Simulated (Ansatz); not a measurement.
# The perfect GaP wire along [111], 26 atoms a period, H-terminated

Aim: is the GaP wire along [111], 26 atoms a period, H-terminated a metal or a semiconductor?

Method: DFT PBE, plane waves, PAW; relaxation of a wire's period; PAW set soft_1, in the first sound run; inputs show where later runs differ, in Ansatz 0.2.0.

## (1) The structure

The cell holds 56 atoms: 13 Ga, 13 P and 30 H. Cell: a = 17.172 Å, b = 16.386 Å, c = 9.544 Å, α = 90.0°, β = 90.0°, γ = 90.0°. Vacuum lies along a and b. The structure's axis is c.

## (2) Relaxation of atoms and period

Band widths follow the bond lengths, so the wire is relaxed first. The atoms and the third cell vector are free; the box across stays fixed as vacuum. A Fermi-Dirac smearing is set since the result may be a metal. The pressure printed is a third of the stress's trace over the whole box, vacuum included; only the stress along the axis is relaxed.

Input file input.yaml:

```yaml
crystal:
  lattice:
    - [17.172, 0.0, 0.0]
    - [0.0, 16.386, 0.0]
    - [0.0, 0.0, 9.5435999497]
  atoms:
    - { symbol: Ga, position: [0.273122793, 0.504321397, 0.0] }
    - { symbol: Ga, position: [0.386567888, 0.710239383, 0.0] }
    - { symbol: Ga, position: [0.500012984, 0.504321397, 0.0] }
    - { symbol: Ga, position: [0.61345808, 0.710239383, 0.0] }
    - { symbol: P, position: [0.273122793, 0.504321397, 0.25] }
    - { symbol: P, position: [0.386567888, 0.298403411, 0.25] }
    - { symbol: P, position: [0.386567888, 0.710239383, 0.25] }
    - { symbol: P, position: [0.500012984, 0.504321397, 0.25] }
    - { symbol: P, position: [0.61345808, 0.298403411, 0.25] }
    - { symbol: P, position: [0.61345808, 0.710239383, 0.25] }
    - { symbol: P, position: [0.726903175, 0.504321397, 0.25] }
    - { symbol: H, position: [0.205128959, 0.463182103, 0.299946212] }
    - { symbol: H, position: [0.273122793, 0.586599984, 0.299946212] }
    - { symbol: H, position: [0.318574055, 0.257264117, 0.299946212] }
    - { symbol: H, position: [0.318574055, 0.669100089, 0.299946212] }
    - { symbol: H, position: [0.386567888, 0.79251797, 0.299946212] }
    - { symbol: H, position: [0.454561722, 0.257264117, 0.299946212] }
    - { symbol: H, position: [0.545464246, 0.257264117, 0.299946212] }
    - { symbol: H, position: [0.61345808, 0.79251797, 0.299946212] }
    - { symbol: H, position: [0.681451913, 0.257264117, 0.299946212] }
    - { symbol: H, position: [0.681451913, 0.669100089, 0.299946212] }
    - { symbol: H, position: [0.726903175, 0.586599984, 0.299946212] }
    - { symbol: H, position: [0.794897009, 0.463182103, 0.299946212] }
    - { symbol: Ga, position: [0.386567888, 0.435682068, 0.333333333] }
    - { symbol: Ga, position: [0.500012984, 0.641600054, 0.333333333] }
    - { symbol: Ga, position: [0.61345808, 0.435682068, 0.333333333] }
    - { symbol: P, position: [0.386567888, 0.435682068, 0.583333333] }
    - { symbol: P, position: [0.500012984, 0.641600054, 0.583333333] }
    - { symbol: P, position: [0.61345808, 0.435682068, 0.583333333] }
    - { symbol: H, position: [0.311441835, 0.61841533, 0.611481341] }
    - { symbol: H, position: [0.500012984, 0.276133531, 0.611481341] }
    - { symbol: H, position: [0.688584134, 0.61841533, 0.611481341] }
    - { symbol: H, position: [0.318574055, 0.394542774, 0.633279545] }
    - { symbol: H, position: [0.500012984, 0.723878641, 0.633279545] }
    - { symbol: H, position: [0.681451913, 0.394542774, 0.633279545] }
    - { symbol: Ga, position: [0.386567888, 0.572960725, 0.666666667] }
    - { symbol: Ga, position: [0.500012984, 0.367042739, 0.666666667] }
    - { symbol: Ga, position: [0.61345808, 0.572960725, 0.666666667] }
    - { symbol: P, position: [0.386567888, 0.572960725, 0.916666667] }
    - { symbol: P, position: [0.500012984, 0.367042739, 0.916666667] }
    - { symbol: P, position: [0.61345808, 0.572960725, 0.916666667] }
    - { symbol: H, position: [0.197996739, 0.549776001, 0.944814675] }
    - { symbol: H, position: [0.273122793, 0.413412188, 0.944814675] }
    - { symbol: H, position: [0.311441835, 0.343858015, 0.944814675] }
    - { symbol: H, position: [0.311441835, 0.755693987, 0.944814675] }
    - { symbol: H, position: [0.386567888, 0.207494202, 0.944814675] }
    - { symbol: H, position: [0.461693942, 0.755693987, 0.944814675] }
    - { symbol: H, position: [0.538332026, 0.755693987, 0.944814675] }
    - { symbol: H, position: [0.61345808, 0.207494202, 0.944814675] }
    - { symbol: H, position: [0.688584134, 0.343858015, 0.944814675] }
    - { symbol: H, position: [0.688584134, 0.755693987, 0.944814675] }
    - { symbol: H, position: [0.726903175, 0.413412188, 0.944814675] }
    - { symbol: H, position: [0.802029229, 0.549776001, 0.944814675] }
    - { symbol: Ga, position: [0.386567888, 0.298403411, 0.0] }
    - { symbol: Ga, position: [0.61345808, 0.298403411, 0.0] }
    - { symbol: Ga, position: [0.726903175, 0.504321397, 0.0] }
kpoints:
  mp_grid: { grid: [1, 1, 9] }
scf:
  occupations: { method: fermi_dirac, width: 0.05 }
hamiltonian:
  xc: pbe
  pseudopotentials: { kind: paw, azcp: { folder: soft_1 } }
relax:
  cell: { fix: [a, b, alpha, beta, gamma] }
  max_steps: 45
  f_tol: 0.03
```

Launch:

```bash
ansatz run input.yaml --threads 4 --pin off --max-ram 16384MiB --backend cpu --events-out ev --progress --plain --runs-dir out
```

Numbers of over 12 decimals in the logs are rounded to 6 here.

Log:

```text
Engine: ansatz 0.2.0, aarch64-unknown-linux-gnu
Pseudopotentials: kind: paw
Pseudopotential: Ga, paw, valence charge 13, recommended cutoff 420 eV (normal), soft_1/Ga.paw.azcp
Pseudopotential: P, paw, valence charge 5, recommended cutoff 420 eV (normal), soft_1/P.paw.azcp
Pseudopotential: H, paw, valence charge 1, recommended cutoff 420 eV (normal), soft_1/H.paw.azcp
Functional definition: PBE
  parameter kappa = 0.804
  parameter beta = 0.066725
  exchange = pbe_x(kappa = kappa, mu = beta*pi^2/3)
  correlation = pbe_c(beta = beta)
Crystal: 56 atoms, lattice volume = 2685.382 Å³
Basis set: ecut = 420 eV, 52413 PW (Γ), exchange–correlation on 240×240×128 points (8 copies of the dense FFT grid, shifted against one another)
Bands: 188, of which v1, the nominal top of the filled ones, is band 132 counted from 1 (131 counted from 0)
Symmetry: 2 space group operations
Space group: Pm (ITA 6), of the structure as read, at distance tolerance 1.4e-4 Å
k-points: 5 of 9 (time reversal used)
Non-local potential: Ga, projectors of the file, l = 0: 2, l = 1: 2, l = 2: 3, l = 3: 1
Non-local potential: P, projectors of the file, l = 0: 2, l = 1: 2, l = 2: 1
Non-local potential: H, projectors of the file, l = 0: 2, l = 1: 1
PAW form: soft (Blöchl's): semilocal exchange-correlation on the pseudo side does not see the compensation charge
PAW one-centre angular grid: Ga, 590 points (default); XC on 64 Gauss nodes
PAW one-centre angular grid: P, 110 points (default); XC on 64 Gauss nodes
PAW one-centre angular grid: H, 110 points (default); XC on 64 Gauss nodes
Initial density: superposition of atomic densities (neutral atoms: chi_scale 0, normalization atom)
Initial wavefunctions: pseudopotential atomic-orbital guess
Functional: x = pbe(κ = 0.804, μ = 0.219515), c = pbe(β = 0.066725)
SCF iter   1: F=—  HF=-59490.451015 eV  |F-HF|=—  |Δ(HF+E_count)|=         —  Δρ=3.63e-2  dr2=3.63e1  ethr=3.10e-3  ⟨swp⟩=8.8  Hψ=4969  notcnv=0  defer=113
preconditioner: auto → Resta (q_TF=auto, 1.853 Å⁻¹)  ε∞=1.7  [insulator: Δε(μ)=3.359 eV  Ē_g=13.968 eV  σ=0.050 eV  W_gap=1.00  n_scr=282 (ndim 8)  ℏωp=11.6 eV  f_vac=0.618  D(μ)=0.00/eV (n_scr^D=0)  ε∞_Penn≈1.7  vacuum switching on, ρ_ref=1.4e-2 e/Å³]
SCF iter   2: F=—  HF=-59480.248580 eV  |F-HF|=—  |Δ(HF+E_count)|=    1.02e1  Δρ=1.59e-2  dr2=5.97e0  ethr=3.10e-3  ⟨swp⟩=4.0  Hψ=2090  notcnv=0  defer=255
SCF iter   3: F=—  HF=-59478.992092 eV  |F-HF|=—  |Δ(HF+E_count)|=    1.26e0  Δρ=4.19e-3  dr2=1.01e0  ethr=2.26e-3  ⟨swp⟩=3.2  Hψ=1872  notcnv=0  defer=217
SCF iter   4: F=—  HF=-59478.697142 eV  |F-HF|=—  |Δ(HF+E_count)|=   2.95e-1  Δρ=1.51e-3  dr2=5.79e-2  ethr=3.81e-4  ⟨swp⟩=4.4  Hψ=1570  notcnv=0  defer=217
SCF iter   5: F=—  HF=-59478.699369 eV  |F-HF|=—  |Δ(HF+E_count)|=   2.23e-3  Δρ=4.55e-4  dr2=5.59e-3  ethr=2.19e-5  ⟨swp⟩=2.0  Hψ=1808  notcnv=0  defer=217
SCF iter   6: F=—  HF=-59478.700383 eV  |F-HF|=—  |Δ(HF+E_count)|=   1.01e-3  Δρ=1.65e-4  dr2=7.93e-4  ethr=2.12e-6  ⟨swp⟩=2.0  Hψ=1383  notcnv=0  defer=217
SCF iter   7: F=—  HF=-59478.700752 eV  |F-HF|=—  |Δ(HF+E_count)|=   3.69e-4  Δρ=5.70e-5  dr2=1.67e-4  ethr=3.00e-7  ⟨swp⟩=2.0  Hψ=1308  notcnv=0  defer=217
SCF iter   8: F=—  HF=-59478.700787 eV  |F-HF|=—  |Δ(HF+E_count)|=   3.52e-5  Δρ=1.76e-5  dr2=9.06e-6  ethr=6.34e-8  ⟨swp⟩=2.0  Hψ=1373  notcnv=0  defer=217
SCF iter   9: F=—  HF=-59478.700888 eV  |F-HF|=—  |Δ(HF+E_count)|=   1.02e-4  Δρ=8.83e-6  dr2=3.10e-6  ethr=3.43e-9  ⟨swp⟩=3.0  Hψ=1408  notcnv=0  defer=217
SCF iter  10: F=—  HF=-59478.700889 eV  |F-HF|=—  |Δ(HF+E_count)|=   9.11e-7  Δρ=2.63e-6  dr2=3.96e-7  ethr=1.17e-9  ⟨swp⟩=2.0  Hψ=1308  notcnv=0  defer=217
SCF iter  11: F=-59478.700889 eV  HF=-59478.700889 eV  |F-HF|=1.01e-8  |Δ(HF+E_count)|=   1.61e-7  Δρ=9.42e-7  dr2=3.01e-8  ethr=3.79e-11  ⟨swp⟩=5.0  Hψ=3170  notcnv=0
SCF 1 converged in 11 iterations: F = -59478.700889 eV  dr2 = 3.01e-8
  greatest PAW one-centre occupation: 0.994 electrons in one spin orbital (limit 2), on the Ga atom at site 23 (counted from 0), in its partial waves of l = 2
relax step   1: F+E_penalty+E_count = -59478.70088937 eV  Δ(F+E_penalty+E_count) = +0.000e0 eV  max|allowed force component| = 1.192e0 eV/Å  Δτ_max = 0.0000 Å  P = +0.221 GPa  Ω = 2685.382 Å³  fix = [a, b, alpha, beta, gamma]  reactions: a +0.303, b +0.306 GPa; alpha -0.001 GPa/rad  (11 SCF iters, dr2 threshold 1.00e-7 eV, accepted)
Crystal: 56 atoms, lattice volume = 2685.003 Å³
Initial density: handed on by an earlier stage of this run
Initial wavefunctions: those handed on with the density
iter 1 solved again at ethr=6.38e-4 eV; its pass at ethr=3.10e-3 eV (dr2=1.68e0 eV) is discarded
SCF iter   1: F=—  HF=-59482.010979 eV  |F-HF|=—  |Δ(HF+E_count)|=         —  Δρ=1.03e-2  dr2=1.69e0  ethr=6.38e-4  ⟨swp⟩=5.8  Hψ=5298  notcnv=0  defer=1
preconditioner: auto → Resta (q_TF=auto, 1.854 Å⁻¹)  ε∞=1.7  [insulator: Δε(μ)=2.038 eV  Ē_g=13.784 eV  σ=0.050 eV  W_gap=1.00  n_scr=282 (ndim 8)  ℏωp=11.6 eV  f_vac=0.654  D(μ)=0.00/eV (n_scr^D=0)  ε∞_Penn≈1.7  vacuum switching on, ρ_ref=1.4e-2 e/Å³]
SCF iter   2: F=—  HF=-59481.680248 eV  |F-HF|=—  |Δ(HF+E_count)|=   3.31e-1  Δρ=4.93e-3  dr2=3.13e-1  ethr=6.38e-4  ⟨swp⟩=3.8  Hψ=1670  notcnv=0  defer=43
SCF iter   3: F=—  HF=-59481.667291 eV  |F-HF|=—  |Δ(HF+E_count)|=   1.30e-2  Δρ=1.19e-3  dr2=8.79e-2  ethr=1.18e-4  ⟨swp⟩=3.0  Hψ=1366  notcnv=0  defer=229
SCF iter   4: F=—  HF=-59481.650898 eV  |F-HF|=—  |Δ(HF+E_count)|=   1.64e-2  Δρ=3.03e-4  dr2=2.82e-3  ethr=3.33e-5  ⟨swp⟩=2.0  Hψ=971  notcnv=0  defer=229
SCF iter   5: F=—  HF=-59481.651246 eV  |F-HF|=—  |Δ(HF+E_count)|=   3.48e-4  Δρ=9.41e-5  dr2=4.05e-4  ethr=1.07e-6  ⟨swp⟩=2.0  Hψ=1600  notcnv=0  defer=229
SCF iter   6: F=—  HF=-59481.651228 eV  |F-HF|=—  |Δ(HF+E_count)|=   1.78e-5  Δρ=3.73e-5  dr2=4.94e-5  ethr=1.53e-7  ⟨swp⟩=2.0  Hψ=1371  notcnv=0  defer=229
SCF iter   7: F=-59481.651235 eV  HF=-59481.651235 eV  |F-HF|=3.36e-8  |Δ(HF+E_count)|=   7.24e-6  Δρ=1.19e-5  dr2=3.83e-6  ethr=2.12e-9  ⟨swp⟩=4.0  Hψ=3359  notcnv=0
SCF 2 converged in 7 iterations: F = -59481.651235 eV  dr2 = 3.83e-6
  greatest PAW one-centre occupation: 0.994 electrons in one spin orbital (limit 2), on the Ga atom at site 37 (counted from 0), in its partial waves of l = 2
relax step   2: F+E_penalty+E_count = -59481.65123543 eV  Δ(F+E_penalty+E_count) = -2.950e0 eV  max|allowed force component| = 5.180e-1 eV/Å  Δτ_max = 0.1971 Å  P = +0.108 GPa  Ω = 2685.003 Å³  energy of the carried Pulay correction = +5.230e-5 eV  fix = [a, b, alpha, beta, gamma]  reactions: a +0.156, b +0.156 GPa; alpha -0.000 GPa/rad  (7 SCF iters, dr2 threshold 5.60e-6 eV, accepted)
[...]
Internal energy: -59482.832562 eV  (E = F + TS)
E sigma→0 (E₀):  -59482.832562 eV
Fermi energy:    -1.600462 eV
--- Per-component energies (eV) ---
  E_band       = -3132.859176
  E_kinetic    = 2729.668315
  E_local      = -94753.369611  (includes V_loc(G=0)·N_el)
  E_nonlocal   = -768.025718
  E_hartree    = 48461.688357
  E_xc         = -2025.409882
  E_vxc        = -1847.083048  (∫ρ·V_xc dr)
  E_paw        = -33164.916076  (= ΣΔE_a)
  E_vpaw       = -5417.392692  (= ΣTr[D̂ρ^β])
  E_aug_tail   = -0.031681  (compensation charges beyond the density's cutoff)
  E_ewald      = 20037.563734
  E_smearing   = -0.000000  (= −TS)
  E_closure    = 0.000000  (closes the sum)
  Σ components = -59482.832562   (vs F -59482.832562, Δ=0.00e0)
--- Forces (eV/Å), atoms counted from 1 ---
  atom   1  Ga    -0.00249258     0.00052582     0.00244870
  atom   2  Ga    -0.00248442     0.00063172     0.00212337
  atom   3  Ga    -0.00000000     0.00102809     0.01610165
  atom   4  Ga     0.00248442     0.00063172     0.00212337
  atom   5  P     -0.01199010     0.00813996     0.01622461
  atom   6  P     -0.00075404    -0.01362977     0.01741169
  atom   7  P     -0.01311362     0.00740297     0.01739641
  atom   8  P     -0.00000000     0.00043653     0.00583826
  atom   9  P      0.00075404    -0.01362977     0.01741169
  atom  10  P      0.01311362     0.00740297     0.01739641
  atom  11  P      0.01199010     0.00813996     0.01622461
  atom  12  H      0.00613591     0.00767900    -0.00846580
  atom  13  H      0.00246316    -0.01371841    -0.00597984
  atom  14  H      0.01011045     0.00218653    -0.00811023
  atom  15  H      0.01315771     0.00517304    -0.00723536
  atom  16  H     -0.00343136    -0.00996250    -0.00865923
  atom  17  H     -0.01081058     0.00757508    -0.00812160
  atom  18  H      0.01081058     0.00757508    -0.00812160
  atom  19  H      0.00343136    -0.00996250    -0.00865923
  atom  20  H     -0.01011045     0.00218653    -0.00811023
  atom  21  H     -0.01315771     0.00517304    -0.00723536
  atom  22  H     -0.00246316    -0.01371841    -0.00597984
  atom  23  H     -0.00613591     0.00767900    -0.00846580
  atom  24  Ga     0.02386721     0.01446436    -0.00950686
  atom  25  Ga    -0.00000000    -0.02894842    -0.00917328
  atom  26  Ga    -0.02386721     0.01446436    -0.00950686
  atom  27  P     -0.00314892    -0.00356760     0.00090094
  atom  28  P      0.00000000     0.00484663    -0.00026620
  atom  29  P      0.00314892    -0.00356760     0.00090094
  atom  30  H      0.00181505    -0.00093798     0.00165861
  atom  31  H     -0.00000000     0.00173678     0.00146542
  atom  32  H     -0.00181505    -0.00093798     0.00165861
  atom  33  H      0.00002104     0.00135813     0.00508967
  atom  34  H     -0.00000000    -0.00107586     0.00589235
  atom  35  H     -0.00002104     0.00135813     0.00508967
  atom  36  Ga    -0.00769736     0.00379993    -0.00395703
  atom  37  Ga     0.00000000    -0.00653574    -0.00522713
  atom  38  Ga     0.00769736     0.00379993    -0.00395703
  atom  39  P     -0.00131949     0.00113682     0.00338631
  atom  40  P     -0.00000000    -0.00304489     0.00318702
[...]
atom  45  H      0.00508729    -0.00192056    -0.00153597
  atom  46  H     -0.00111743     0.00542384    -0.00142345
  atom  47  H      0.00053296     0.00117991    -0.00441018
  atom  48  H     -0.00053296     0.00117991    -0.00441018
  atom  49  H      0.00111743     0.00542384    -0.00142345
  atom  50  H      0.00190998     0.00006992    -0.00344896
  atom  51  H     -0.00508729    -0.00192056    -0.00153597
  atom  52  H      0.00069338    -0.00136267    -0.00479130
  atom  53  H     -0.00413122    -0.00314662    -0.00170063
  atom  54  Ga     0.00229603    -0.00272155     0.00179868
  atom  55  Ga    -0.00229603    -0.00272155     0.00179868
  atom  56  Ga     0.00249258     0.00052582     0.00244870
  max |Σ_I F_I| component: 3.15e-6 eV/Å
--- Stress (GPa, compression-positive) ---
       -0.005566      -0.000000       0.000000
       -0.000000      -0.007317       0.001082
        0.000000       0.001082       0.001016
  P = ⅓ Tr σ = -0.0040 GPa (-0.040 kbar)
--- Relaxed structure (8 steps of the walk, 8 accepted, 1 SCFs on fresh bases) ---
  F+E_penalty+E_count = -59482.83256179 eV   max|allowed force component| = 2.895e-2 eV/Å   (the final SCF, on the basis selected at the relaxed cell)
  cell:  # Å, volume = 2660.8426 Å³
    - [17.172, 0, 0]
    - [0, 16.386, 0]
    - [0, 0, 9.456390]
  atoms:
    - { symbol: Ga, position: [0.257911, 0.518985, -0.018609] }
    - { symbol: Ga, position: [0.366755, 0.716689, -0.018651] }
    - { symbol: Ga, position: [0.500013, 0.504289, -0.00845449] }
    - { symbol: Ga, position: [0.633271, 0.716689, -0.018651] }
    - { symbol: P, position: [0.273711, 0.496310, 0.238646] }
    - { symbol: P, position: [0.380093, 0.303128, 0.238556] }
    - { symbol: P, position: [0.393596, 0.713881, 0.238522] }
    - { symbol: P, position: [0.500013, 0.504400, 0.247948] }
    - { symbol: P, position: [0.619933, 0.303128, 0.238556] }
    - { symbol: P, position: [0.606430, 0.713881, 0.238522] }
    - { symbol: P, position: [0.726315, 0.496310, 0.238646] }
    - { symbol: H, position: [0.212364, 0.447850, 0.295098] }
    - { symbol: H, position: [0.259301, 0.567319, 0.320866] }
    - { symbol: H, position: [0.309356, 0.271639, 0.294881] }
    - { symbol: H, position: [0.327760, 0.691603, 0.321004] }
    - { symbol: H, position: [0.403077, 0.793857, 0.294608] }
    - { symbol: H, position: [0.431533, 0.254634, 0.321020] }
    - { symbol: H, position: [0.568492, 0.254634, 0.321020] }
    - { symbol: H, position: [0.596949, 0.793857, 0.294608] }
    - { symbol: H, position: [0.690670, 0.271639, 0.294881] }
    - { symbol: H, position: [0.672266, 0.691603, 0.321004] }
    - { symbol: H, position: [0.740725, 0.567319, 0.320866] }
    - { symbol: H, position: [0.787662, 0.447850, 0.295098] }
    - { symbol: Ga, position: [0.388050, 0.436709, 0.339048] }
    - { symbol: Ga, position: [0.500013, 0.639933, 0.338989] }
    - { symbol: Ga, position: [0.611976, 0.436709, 0.339048] }
    - { symbol: P, position: [0.392954, 0.439526, 0.588297] }
    - { symbol: P, position: [0.500013, 0.633904, 0.588269] }
    - { symbol: P, position: [0.607072, 0.439526, 0.588297] }
    - { symbol: H, position: [0.308219, 0.620288, 0.603367] }
    - { symbol: H, position: [0.500013, 0.272190, 0.603358] }
    - { symbol: H, position: [0.691807, 0.620288, 0.603367] }
    - { symbol: H, position: [0.324200, 0.397877, 0.631467] }
    - { symbol: H, position: [0.500013, 0.717108, 0.631545] }
    - { symbol: H, position: [0.675826, 0.397877, 0.631467] }
    - { symbol: Ga, position: [0.379823, 0.577060, 0.674530] }
    - { symbol: Ga, position: [0.500013, 0.358823, 0.674472] }
    - { symbol: Ga, position: [0.620202, 0.577060, 0.674530] }
    - { symbol: P, position: [0.383261, 0.574904, 0.923605] }
    - { symbol: P, position: [0.500013, 0.362965, 0.923580] }
    - { symbol: P, position: [0.616765, 0.574904, 0.923605] }
    - { symbol: H, position: [0.196346, 0.588971, 0.972511] }
    - { symbol: H, position: [0.244365, 0.430669, 0.925305] }
    - { symbol: H, position: [0.311470, 0.308607, 0.924649] }
    - { symbol: H, position: [0.278077, 0.737351, 0.972688] }
    - { symbol: H, position: [0.418400, 0.186219, 0.973219] }
    - { symbol: H, position: [0.432881, 0.773032, 0.924755] }
    - { symbol: H, position: [0.567145, 0.773032, 0.924755] }
    - { symbol: H, position: [0.581626, 0.186219, 0.973219] }
    - { symbol: H, position: [0.688556, 0.308607, 0.924649] }
    - { symbol: H, position: [0.721949, 0.737351, 0.972688] }
    - { symbol: H, position: [0.755661, 0.430669, 0.925305] }
    - { symbol: H, position: [0.803680, 0.588971, 0.972511] }
    - { symbol: Ga, position: [0.391182, 0.277085, -0.018528] }
    - { symbol: Ga, position: [0.608844, 0.277085, -0.018528] }
    - { symbol: Ga, position: [0.742115, 0.518985, -0.018609] }
[key lines of the parts left out:]
SCF converged after 5 iterations
Free energy (F): -59482.832562 eV
```

It took 13 min on 4 threads of Arm Neoverse V1, shared host; peak memory 8.3 GiB.

The steps of the relaxation:

```tsv
step	energy less that of the first step (eV)	largest force component (eV/Å)	pressure (GPa)	volume (Å³)
1	0.0000	1.1919	0.22	2685.38
2	-2.9503	0.5180	0.11	2685.00
3	-3.6916	0.2673	-0.05	2677.65
4	-4.0010	0.2301	0.05	2658.80
5	-4.0752	0.1853	0.08	2659.29
6	-4.1241	0.0301	0.01	2659.63
7	-4.1325	0.0171	0.01	2660.35
8	-4.1349	0.0290	0.00	2660.84
9*	-4.1317	0.0289	0.00	2660.84
```

Relaxation steps marked * repeat the geometry before them on a plane-wave basis chosen anew for their cell, so energy and pressure can jump there.

The run keeps the 2 symmetry operations that it works with, so distortions that break them were not tested.

```tsv
cell as run	before	after	change
c (Å)	9.544	9.456	-0.9 %
```

The atoms that moved most (Å, along periodic axes as changes of fractional coordinates times the final cell, across vacuum about the mean position):

```tsv
atom	dx	dy	dz	length
H46	0.547	-0.349	0.269	0.702
H49	-0.547	-0.349	0.269	0.702
H45	-0.573	-0.301	0.264	0.699
H51	0.573	-0.301	0.264	0.699
H53	0.028	0.642	0.262	0.694
H42	-0.028	0.642	0.262	0.694
H50	0.000	-0.578	-0.191	0.608
H44	0.000	-0.578	-0.191	0.608
```

This step gave:

| Property | Result |
| --- | --- |
| cell length along the wire | 9.456 Å |

The cell's length comes to 9.456 Å with spin left out.

[end of part 1 of 2]

[Logs are printed without paths, hosts, clocks, repeated set-up lines and the standing remarks that a program may print on its own settings, such as how far it seeks lower states.]

[Hosts, paths, dates, database ids (printed as entryN), source tags and the programs' standing remarks are cut or masked in the printed files.]
